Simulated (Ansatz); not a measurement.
# Bands, cutoff and cost in G0W0 for ZnSe (Stilleite), part 2 of 2

How do accuracy and time trade against each other in G0W0 on ZnSe (Stilleite)?

Ansatz 0.2.0; G0W0 on PBE, plane waves, PAW. Known limits of the many-body steps: not at the basis limit; no spin-orbit coupling.

So far. Step 2 (189 empty bands, screening to 150 eV): The gap on the mesh goes from 1.29 eV to 2.36 eV, a correction of +1.07 eV. Between the two edge states, bare exchange in place of the xc potential would open the gap by 6.76 eV, and correlation takes back 5.68 eV. Step 3 (408 empty bands, screening to 250 eV): Against the run with 8×8×8 mesh, 189 empty bands, screening to 150 eV, hard PAW files, the gap moves by −0.019 eV.

## (4) 765 empty bands, screening to 380 eV

input.yaml

```yaml
crystal:
  lattice:
    - [0.0, 2.8338, 2.8338]
    - [2.8338, 0.0, 2.8338]
    - [2.8338, 2.8338, 0.0]
  atoms:
    - { symbol: Zn, position: [0.0, 0.0, 0.0] }
    - { symbol: Se, position: [0.25, 0.25, 0.25] }
kpoints:
  mp_grid: { grid: [8, 8, 8] }
hamiltonian:
  xc: pbe
  pseudopotentials: { kind: paw, source: ansatz }
scf:
  occupations: { method: fixed }
gw:
  n_empty_bands: 765
  ecut_chi: 380
  qp_bands: [v2, c2]
  qp_kpoints: band_edges
  screening: { model: contour_deformation }
```

Run with:

```console
ansatz run input.yaml --threads 3 --pin off --max-ram 92160MiB --backend cuda --events-out ev --progress --plain --runs-dir out --devices 1 --max-vram 13GiB
```

Numbers of over 12 decimals in the logs are rounded to 6 here.

Output:

```text
GPUs: using 1 of 1 available (devices: 1).
[...]
GPU FFT provider: cuFFT
GPU libraries: cuBLAS 13.8.2, cuFFT 12.4.0, cuSOLVER 12.3.4
Crystal: 2 atoms, lattice volume = 45.513 Å³
Basis set: ecut = 660 eV, 1807 PW (Γ)
Bands: 22, of which v1, the nominal top of the filled ones, is band 18 counted from 1 (17 counted from 0)
Symmetry: 24 space group operations
[...]
k-points: 29 of 512 (time reversal used)
[...]
1    20     13.8975    -7.3839    -4.4617   -11.9728  0.7783    14.0249    14.0246  root
[...]
28    17      5.3869   -20.4351     3.0231   -16.3074  0.7376     4.2276     4.2823  root
    28    18      5.4867   -16.7701     2.3075   -13.4175  0.7436     4.3972     4.4416  root
    28    19     13.6284    -8.0722    -4.0931   -12.1185  0.7790    13.5817    13.5817  root
    28    20     13.7012   -10.0850    -5.0125   -15.3698  0.7555    13.9756    13.9736  root
[key lines of the parts left out:]
SCF converged after 8 iterations
Free energy (F): -12953.680224 eV
Fermi energy:    8.145973 eV
```

Run time: 6.9 min. Hardware: 1 × NVIDIA H100 80GB HBM3 (shared by 6 runs) with 3 threads of AMD EPYC 7R13 (Zen 3), shared host; peak memory 5.7 GiB.

This step gave:

| Property | Result |
| --- | --- |
| bands summed | 783 |
| RPA ε∞ on this mesh (eigenvalues) | 7.374, 7.374, 7.374 |
| plane waves in the screening matrix | 749 |
| G0W0 gap on the mesh | 2.356 eV |
| k of the valence top | 0, 0, 0 |
| k of the conduction bottom | 0, 0, 0 |
| starting gap on the mesh | 1.290 eV |
| least direct G0W0 gap on the computed points | 2.356 eV |

Against the run with 8×8×8 mesh, 408 empty bands, screening to 250 eV, hard PAW files, the gap moves by +0.011 eV.

## (5) Changing the k mesh: 10×10×10 mesh, 189 empty bands, screening to 150 eV, hard PAW files

Only the mesh changes. It samples the long-range screening, which converges on its own terms. Bands and cutoff differ from the step before, so it is read against an earlier run that matches them.

Changes to input.yaml since step 4:

```diff
@@ -9,3 +9,3 @@
 kpoints:
-  mp_grid: { grid: [8, 8, 8] }
+  mp_grid: { grid: [10, 10, 10] }
 hamiltonian:
@@ -16,4 +16,4 @@
 gw:
-  n_empty_bands: 765
-  ecut_chi: 380
+  n_empty_bands: 189
+  ecut_chi: 150
   qp_bands: [v2, c2]
```

Output:

```text
GPUs: using 1 of 1 available (devices: 1).
[...]
GPU FFT provider: cuFFT
GPU libraries: cuBLAS 13.8.2, cuFFT 12.4.0, cuSOLVER 12.3.4
Crystal: 2 atoms, lattice volume = 45.513 Å³
Basis set: ecut = 660 eV, 1807 PW (Γ)
Bands: 22, of which v1, the nominal top of the filled ones, is band 18 counted from 1 (17 counted from 0)
Symmetry: 24 space group operations
[...]
k-points: 47 of 1000 (time reversal used)
[...]
1    20     13.8828    -7.2316    -4.3665   -11.8297  0.7809    14.1154    14.1144  root
[...]
46    17      5.4386   -20.1579     3.0503   -16.1182  0.7404     4.4170     4.4493  root
    46    18      5.5275   -16.9112     2.4226   -13.5563  0.7456     4.5680     4.5952  root
    46    19     13.1301    -7.7597    -3.9574   -11.7823  0.7858    13.1954    13.1953  root
    46    20     13.3679    -9.6761    -4.5880   -14.6553  0.7666    13.7627    13.7592  root
[key lines of the parts left out:]
SCF converged after 8 iterations
Free energy (F): -12953.680869 eV
Fermi energy:    8.145411 eV
```

The job ended after 2.7 min (1 × NVIDIA H100 80GB HBM3 (shared by 6 runs) with 3 threads; peak memory 1.9 GiB; 4.9 min of CPU time).

This step gave:

```
bands summed                                 : 207
RPA ε∞ on this mesh (eigenvalues)            : 7.039, 7.039, 7.039
plane waves in the screening matrix          : 181
G0W0 gap on the mesh                         : 2.369 eV
k of the valence top                         : 0, 0, 0
k of the conduction bottom                   : 0, 0, 0
starting gap on the mesh                     : 1.290 eV
least direct G0W0 gap on the computed points : 2.369 eV
```

Against the run with 8×8×8 mesh, 189 empty bands, screening to 150 eV, hard PAW files, the gap moves by +0.005 eV.

## (6) The runs together

Times are wall times on 1 × NVIDIA H100 80GB HBM3 (shared by 6 runs) with 3 threads of AMD EPYC 7R13 (Zen 3), shared host, good to a factor of about two.

```csv
mesh,files,frequency,bands summed,cutoff (eV),start (eV),G0W0 (eV),time,host memory (GiB)
8×8×8,hard PAW,contour deformation,207,150,1.290,2.364,45 s,1.5
8×8×8,hard PAW,contour deformation,426,250,1.290,2.345,2.2 min,2.7
8×8×8,hard PAW,contour deformation,783,380,1.290,2.356,6.9 min,5.7
10×10×10,hard PAW,contour deformation,207,150,1.290,2.369,2.7 min,1.9
```

The parts of the quasiparticle energy at the two band edges (eV; QP = start + Σx + Σc − Vxc):

```
      run               edge  start      Σx     Σc     Vxc     Z    QP
207 bands        valence top   8.15  -21.75   2.03  -18.89  0.77  7.31
207 bands  conduction bottom   9.44   -9.90  -3.65  -13.80  0.80  9.68
426 bands        valence top   8.15  -21.75   1.90  -18.89  0.77  7.18
426 bands  conduction bottom   9.44   -9.90  -3.80  -13.80  0.80  9.53
783 bands        valence top   8.15  -21.75   1.84  -18.89  0.77  7.12
783 bands  conduction bottom   9.44   -9.90  -3.85  -13.80  0.80  9.48
```

## (7) Summary of results

| Item | Value |
| --- | --- |
| 207 bands, 150 eV | 2.364 eV |
| 426 bands, 250 eV | 2.345 eV |
| 783 bands, 380 eV | 2.356 eV |
| mesh and start | 8×8×8, PBE |

**Reading.** From 207 to 783 bands the gap moves by −0.01 eV while the time grows 9.3-fold. Σc changes by −0.19 eV at the valence top and −0.20 eV at the conduction bottom, so the levels themselves move more than the gap between them. The gap turns back along the series, so no limit is drawn from it. On the 10×10×10 mesh in place of 8×8×8 the gap differs by +0.005 eV, of which +0.0002 eV is already in the start. Gaps are over the mesh's points; an edge off the mesh would be missed. The many-body steps are scalar-relativistic: spin-orbit coupling is not in them.

[Paths, hosts, dates, memory and timing lines, banners, echoed tables and standing remarks are left out of the program output.]

[Logs are printed without paths, hosts, clocks, repeated set-up lines and the standing remarks that a program may print on its own settings, such as how far it seeks lower states.]

[Runs of the session that timed out or met a known fault of the program may be left out.]

[Cells called generated may have been cut or substituted from an entry of the Crystallography Open Database or the Materials Project.]

[Hosts, paths, dates, database ids (printed as entryN), source tags and the programs' standing remarks are cut or masked in the printed files.]
